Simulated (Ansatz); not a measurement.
# NaVS3 in P4mm, a phase reached by a soft mode: a soft mode frozen in

Which phase does NaVS3 in P4mm, a phase reached by a soft mode fall into along its unstable mode, and how much energy does it gain?

Calculated with Ansatz 0.2.0; DFT PBEsol, scalar-relativistic, plane waves, PAW; PAW set soft_1.

Report form: the programs' logs are mostly left out.

The structure was built from a prototype and need not be the compound's stable phase.

### 1. The structure

Symmetry: P4mm, No. 99, tetragonal system. Conventional cell: a = 4.332 Å, b = 4.332 Å, c = 5.603 Å, α = 90.00°, β = 90.00°, γ = 90.00°. Nearest to Na lie 8 S at 3.06 to 3.13 Å. Nearest to V lie 5 S at 2.07 to 2.28 Å. S has 1 V at 2.07 Å and 4 Na at 3.13 Å nearest. Nearest to S lie 2 V at 2.28 Å and 2 Na at 3.06 Å. Farther neighbours and most contacts between anions are not listed.

### 2. Zone-centre response

This phase was reached earlier by freezing in an unstable mode of a structure of higher symmetry and relaxing. Its zone-centre modes can show that it is still unstable.

The input, input.yaml:

```yaml
crystal:
  lattice:
    - [4.332306063, 0.0, 0.0]
    - [0.0, 4.332306063, 0.0]
    - [0.0, 0.0, 5.603351591]
  atoms:
    - { symbol: Na, position: [0.0, 0.0, 0.5595514499] }
    - { symbol: V, position: [0.5, 0.5, 0.0738971377] }
    - { symbol: S, position: [0.5, 0.5, 0.4434739098] }
    - { symbol: S, position: [0.5, 0.0, 0.9458118255] }
    - { symbol: S, position: [0.0, 0.5, 0.9458118255] }
kpoints:
  mp_grid: { grid: [8, 8, 6] }
hamiltonian:
  xc: pbesol
  pseudopotentials: { kind: paw, azcp: { folder: soft_1 }, xc_functional: pbe }
scf:
  occupations: { method: methfessel_paxton, width: 0.2 }
output:
  eigenvalues: true
phonons:
  method: dfpt
```

On the command line:

```
$ ansatz run input.yaml --threads 8 --pin off --max-ram 16384MiB --backend cpu --events-out ev --progress --plain --runs-dir out
```

Elapsed: 30 s, on 8 threads of Arm Neoverse V2, shared host; peak memory 1.2 GiB.

This step gave:

| Quantity | Value |
| --- | --- |
| volume per atom | 21.03 Å³ |
| gap on the k-mesh | 0 eV |
| sum-rule residual before enforcement | 1.40e-4 eV/Å² |
| point group | 4mm |
| highest optical mode at the zone centre (no LO-TO term) | 521.9 cm⁻¹ |
| lowest optical zone-centre mode | -120.0 cm⁻¹ |

Patterns of degenerate modes are one choice out of their space. The modes at Γ (shares of kinetic energy by element, %) (negative means imaginary):

```
mode  frequency (cm⁻¹)  symmetry  Na %  V %  S %
   1            -120.0         E     1   27   72
   2            -120.0         E     1   27   72
   3               0.0  acoustic    14   30   57
   4               0.0  acoustic    14   30   57
   5               0.0  acoustic    14   30   57
   6              86.5        A1    86    4    9
   7              87.7         E    78    9   12
   8              87.7         E    78    9   12
   9             122.2        B1     0    0  100
  10             145.4         E     8   15   77
  11             145.4         E     8   15   77
  12             216.8        A1     0   25   75
  13             374.1         E     0   19   81
  14             374.1         E     0   19   81
  15             521.9        A1     0   40   59
```

Displacements in mode 2 (-120.0 cm⁻¹), the largest set to 1:
```
Na1  0.01  0.10  0.00
V2  -0.04 -0.51  0.00
S3  -0.02 -0.31  0.00
S4   0.07  0.04  0.00
S5   0.00  1.00  0.00
```

Displacements in mode 15 (521.9 cm⁻¹), the largest set to 1:
```
Na1  0.00  0.00  0.05
V2   0.00  0.00 -0.65
S3   0.00  0.00  1.00
S4   0.00  0.00  0.00
S5   0.00  0.00  0.00
```

Before it was imposed, the acoustic sum rule was missed by 1.4e-4 eV/Å². Small misses are needed for a sound result but don't prove that mesh and cutoff are converged. The lowest optical mode is imaginary, 120.0i cm⁻¹, so the energy falls along it.

### 3. The mode frozen in, largest atomic shift 0 Å

The mode followed lies at Γ with frequency 120.0i cm⁻¹ and is 2-fold degenerate, the softest among the wavevectors solved. At small amplitude the distorted cell has space group no. 6 by a symmetry search on the positions. The undistorted cell that holds it gives the zero of energy on the same k mesh.

input.yaml: that of step 2 with these lines changed.

```diff
@@ -19,4 +19,4 @@
 output:
+  forces: true
+  stress: true
   eigenvalues: true
-phonons:
-  method: dfpt
```

Wall time 1.9 s (8 threads); peak memory 0.47 GiB; 14 s of CPU time.

Numbers from this step:

* pressure: -0.004953 GPa
* energy from the undistorted cell: 0 meV/atom

The run ends at a pressure of 0.00 GPa, with forces up to 7.9e-4 eV/Å.

### 4. The mode frozen in, largest atomic shift 0.32 Å

The atoms are moved along the unstable eigenvector, the largest shift by 0.32 Å, with the cell fixed.

input.yaml, the sections that differ from step 3:

```yaml
crystal:
  lattice:
    - [4.332306063, 0.0, 0.0]
    - [0.0, 4.332306063, 0.0]
    - [0.0, 0.0, 5.603351591]
  atoms:
    - { symbol: Na, position: [0.0, 0.0076392385, 0.5595514499] }
    - { symbol: V, position: [0.5, 0.462550874, 0.0738971377] }
    - { symbol: S, position: [0.5, 0.4772579044, 0.4434739098] }
    - { symbol: S, position: [0.5, 0.0029049542, 0.9458118255] }
    - { symbol: S, position: [0.0, 0.5738636641, 0.9458118255] }
# kpoints, hamiltonian, scf, output: as in step 3
```

Wall time 4.1 s (8 threads); peak memory 0.59 GiB; 31 s of CPU time.

This step gave:

| Item | Value |
| --- | --- |
| pressure | -0.004200 GPa |
| energy from the undistorted cell | -12.83 meV/atom |

The energy, extrapolated to zero smearing, is -12.83 meV/atom against the undistorted cell.

The run ends at a pressure of 0.00 GPa, with forces up to 0.41 eV/Å.

### 5. Energy along the mode, all amplitudes (two of the runs are shown above)

An imaginary frequency means negative curvature, so the energy should fall and then rise again as anharmonic terms take over.

Numbers from this step:

```
depth at the lowest point sampled  : 12.83 meV/atom
largest atomic shift at that point : 0.32 Å
```

Energy from the parent against largest atomic shift:

```
largest atomic shift (Å)  energy from the parent (meV/atom)
                   0.000                                  0
                   0.040                             -0.368
                   0.080                              -1.40
                   0.140                              -3.90
                   0.220                              -8.59
                   0.320                              -12.8
                   0.450                               3.73
                   0.600                               77.9
```

Displacement at unit largest shift by atom:

```
atom  x (Å)  y (Å)  z (Å)  size
 Na1   0.00   0.10   0.00  0.10
  V2   0.00  -0.51   0.00  0.51
  S3   0.00  -0.31   0.00  0.31
  S4   0.00   0.04   0.00  0.04
  S5   0.00   1.00   0.00  1.00
```

The lowest of the steps tried is at 0.32 Å, 12.8 meV/atom below the parent; the bottom of the well need not coincide with a step.

### 6. Relaxing from the distorted cell

Starting from the lowest point found, all atoms and the cell are let go, so that strain and other modes of the same symmetry can join in.

input.yaml: that of step 4 with these lines changed.

```diff
@@ -22 +22,6 @@
   eigenvalues: true
+relax:
+  adjacent_minimum: "off"
+  f_tol: 0.002
+  max_steps: 120
+  cell: { stress_tol: 0.03 }
```

Elapsed: 42 s, on 8 threads; peak memory 0.68 GiB.

Step by step:

```
step  energy less that of the first step (eV)  largest force component (eV/Å)  pressure (GPa)  volume (Å³)
   1                                   0.0000                          0.4074            0.00       105.17
   2                                  -0.0386                          0.0726           -0.22       104.85
   3                                  -0.0490                          0.0966            0.00       104.24
   4                                  -0.0533                          0.0270            0.02       104.30
   5                                  -0.0536                          0.0128            0.04       104.23
   6                                  -0.0537                          0.0095           -0.01       104.41
   7                                  -0.0538                          0.0045           -0.02       104.38
   8                                  -0.0538                          0.0027            0.00       104.33
   9                                  -0.0538                          0.0017            0.00       104.33
  10                                  -0.0538                          0.0010            0.00       104.32
 11*                                  -0.0541                          0.0013            0.00       104.32
```

Relaxation steps marked * repeat the geometry before them on a plane-wave basis chosen anew for their cell, so energy and pressure can jump there.

The run keeps the 2 symmetry operations that it works with, so distortions that break them were not tested.

```
     cell as run  before  after  change
           a (Å)   4.332  4.223  -2.5 %
           b (Å)   4.332  4.347  +0.3 %
           c (Å)   5.603  5.703  +1.8 %
           α (°)   90.00  94.90  +5.4 %
volume (Å³/atom)   21.03  20.86  -0.8 %
```

The atoms that moved most (Å, as changes of fractional coordinates times the final cell):

```
atom     dx      dy      dz  length
 Na1  0.000  -0.005  -0.067   0.067
  S4  0.000  -0.054   0.014   0.056
  S3  0.000   0.040   0.008   0.041
  S5  0.000   0.017   0.021   0.027
  V2  0.000   0.003   0.024   0.024
```

The relaxed structure:

```xyz
5
Lattice="4.2231 0.0000 0.0000 0.0000 4.3428 -0.1871 0.0000 -0.2420 5.6982" Properties=species:S:1:pos:R:3 pbc="T T T"
Na    0.0000   -0.1075    3.1200
V     2.1116    1.9935    0.3585
S     2.1116    2.0051    2.4462
S     2.1116   -0.2704    5.4027
S     0.0000    2.2803    5.3029
```

This step gave:

| Item | Value |
| --- | --- |
| pressure | 0.003442 GPa |
| volume per atom | 20.86 Å³ |

The distorted start has space group Pm; the relaxation ends in Pm.

### 7. The new phase in its own primitive cell

The relaxed structure is symmetrised, reduced to its primitive cell and relaxed tightly, as its phonons need.

input.yaml, the sections that differ from step 6:

```yaml
crystal:
  lattice:
    - [4.3468699924, 0.0, 0.0]
    - [0.0, 4.2231386876, 0.0]
    - [-0.487108421, 0.0, 5.6825481994]
  atoms:
    - { symbol: Na, position: [0.0057713803, 0.0, 0.5477274547] }
    - { symbol: V, position: [0.4633827399, 0.5, 0.0781237952] }
    - { symbol: S, position: [0.4865130113, 0.5, 0.4452682105] }
    - { symbol: S, position: [0.9905620431, 0.5, 0.9478222421] }
    - { symbol: S, position: [0.5779874606, 0.0, 0.9496044459] }
relax:
  adjacent_minimum: "off"
  f_tol: 0.001
  max_steps: 60
  cell: { stress_tol: 0.01 }
# kpoints, hamiltonian, scf, output: as in step 6
```

It took 16 s on 8 threads; peak memory 0.67 GiB.

Relaxation path:

```
step  energy less that of the first step (eV)  largest force component (eV/Å)  pressure (GPa)  volume (Å³)
   1                                   0.0000                          0.0013            0.00       104.32
   2                                   0.0000                          0.0012            0.00       104.33
   3                                   0.0000                          0.0006            0.00       104.35
  4*                                   0.0000                          0.0006            0.00       104.35
```

Relaxation steps marked * repeat the geometry before them on a plane-wave basis chosen anew for their cell, so energy and pressure can jump there.

The run keeps the 2 symmetry operations that it works with, so distortions that break them were not tested.

```
     cell as run  before  after  change
           a (Å)   4.347  4.347  -0.0 %
           b (Å)   4.223  4.222  -0.0 %
           c (Å)   5.703  5.708  +0.1 %
           β (°)   94.90  95.00  +0.1 %
volume (Å³/atom)   20.86  20.87  +0.0 %
```

Final coordinates:

```xyz
5
Lattice="4.3469 0.0000 -0.0040 0.0000 4.2221 0.0000 -0.4923 0.0000 5.6862" Properties=species:S:1:pos:R:3 pbc="T T T"
Na   -0.2449    0.0000    3.1151
V     1.9760    2.1110    0.4427
S     1.8972    2.1110    2.5291
S     3.8384    2.1110    5.3855
S     2.0442    0.0000    5.3975
```

Numbers from this step:

```yaml
pressure: -0.001082 GPa
volume_per_atom: 20.87 Å³
```

The largest force component left is 0.59 meV/Å and the pressure is -0.001 GPa, within the tolerances set. The cell now holds 20.87 Å³/atom.

### 8. Modes of the new phase

A relaxed structure may still be a saddle point, so its zone-centre modes are computed. No field response is asked, since the mesh shows no gap.

input.yaml, the sections that differ from step 7:

```yaml
crystal:
  lattice:
    - [4.3468502755, 0.0, -0.0039716669]
    - [0.0, 4.2220590546, 0.0]
    - [-0.4922982667, 0.0, 5.6862404636]
  atoms:
    - { symbol: Na, position: [0.0057144129, 0.0, 0.5478375301] }
    - { symbol: V, position: [0.4634407877, 0.5, 0.0781734044] }
    - { symbol: S, position: [0.4868684542, 0.5, 0.445114542] }
    - { symbol: S, position: [0.9903815404, 0.5, 0.9477944732] }
    - { symbol: S, position: [0.57781144, 0.0, 0.9496261987] }
output:
  eigenvalues: true
phonons:
  method: dfpt
# kpoints, hamiltonian, scf: as in step 7
# relax: removed
```

Run time: 58 s. Hardware: 8 threads; peak memory 1.4 GiB; 7 min of CPU time.

Numbers from this step:

| Quantity | Value |
| --- | --- |
| sum-rule residual before enforcement | 1.88e-5 eV/Å² |
| point group | m |
| highest optical mode at the zone centre (no LO-TO term) | 514.1 cm⁻¹ |
| lowest optical zone-centre mode | 54.63 cm⁻¹ |

Patterns of degenerate modes are one choice out of their space. The modes at Γ (shares of kinetic energy by element, %):

```
mode  frequency (cm⁻¹)  symmetry  Na %  V %  S %
   1               0.0  acoustic    14   30   57
   2               0.0  acoustic    14   30   57
   3               0.0  acoustic    14   30   57
   4              54.6        A'    65    5   30
   5              87.3       A''    66    7   27
   6              88.7        A'    58    5   37
   7             105.4        A'    46    3   51
   8             116.0       A''    17    4   79
   9             160.4        A'     3    4   93
  10             175.4       A''     3   31   65
  11             186.0        A'     0   21   79
  12             250.6        A'     0   24   76
  13             353.3       A''     0   27   73
  14             428.9        A'     0   35   65
  15             514.1        A'     0   43   57
```

Displacements in mode 4 (54.6 cm⁻¹), the largest set to 1:
```
Na1  0.90  0.00  1.00
V2  -0.20  0.00 -0.15
S3   0.33  0.00 -0.17
S4  -0.30  0.00  0.16
S5  -0.35  0.00 -0.46
```

Displacements in mode 7 (105.4 cm⁻¹), the largest set to 1:
```
Na1  1.00  0.00 -0.21
V2  -0.18  0.00  0.03
S3  -0.55  0.00  0.03
S4  -0.03  0.00 -0.47
S5   0.14  0.00  0.53
```

Before it was imposed, the acoustic sum rule was missed by 1.9e-5 eV/Å². Small misses are needed for a sound result but don't prove that mesh and cutoff are converged. The lowest optical mode is real, 54.6 cm⁻¹.

### 9. The phases reached

The phases reached along the modes that were followed are set side by side.

Energies are those of the first relaxation, on the mesh of the frozen mode; space group, volume and gap are those of the last relaxation. Phases, by row:

```
          mode frozen in  space group  energy from parent (meV/atom)  volume (Å³/atom)  gap on mesh (eV)  lowest zone-centre optical mode (cm⁻¹)  largest shift (Å)
                  parent         P4mm                              0             21.03                 0                                       –                  –
q = (0, 0, 0), 120i cm⁻¹           Cm                         -14.42             20.89                 0                                   -99.4              0.188
q = (0, 0, 0), 120i cm⁻¹           Pm                          -23.6             20.87                 0                                    54.6              0.317
```

### 10. Summary of results

- unstable mode of the parent: q = (0, 0, 0), 120i cm⁻¹
- depth at the lowest point sampled: 12.8 meV/atom
- largest atomic shift at that point: 0.32 Å
- space group reached (within 0.01 Å): Pm
- energy gained over the parent (first relaxation, on the mesh of the frozen mode): 23.6 meV/atom
- volume per atom, phase reached: 20.9 Å³
- lowest optical zone-centre mode, phase reached: 54.6 cm⁻¹
- highest optical mode at the zone centre (no LO-TO term), phase reached: 514 cm⁻¹

**Reading.** Along this mode the structure falls into Pm, 23.6 meV/atom below the parent. At the parent's cell the well is 12.83 meV/atom deep on the steps tried, with its lowest point at a shift of 0.32 Å. Relaxing atoms and cell changes the gain by +10.77 meV/atom against the lowest step (energies at zero smearing). The new phase has no imaginary mode at the zone centre of its cell; other wavevectors were not checked. Of the 2 patterns followed to their end from this parent, this one reaches the lowest energy. Each path keeps the symmetry of its pattern, so a lower phase may lie along a pattern not tried. With no gap, or one that is small against the smearing, the frequencies hang on the k mesh and the smearing, most of all near Kohn anomalies. The phonon runs are without spin polarisation, although V often carries a moment. The PAW files were made for PBE and serve the other functionals too. The starting cell was built on a prototype and not taken from a measurement, so the phase need not exist.

[Logs are printed without paths, hosts, clocks, repeated set-up lines and the standing remarks that a program may print on its own settings, such as how far it seeks lower states.]

[Hosts, paths, dates, database ids (printed as entryN), source tags and the programs' standing remarks are cut or masked in the printed files.]
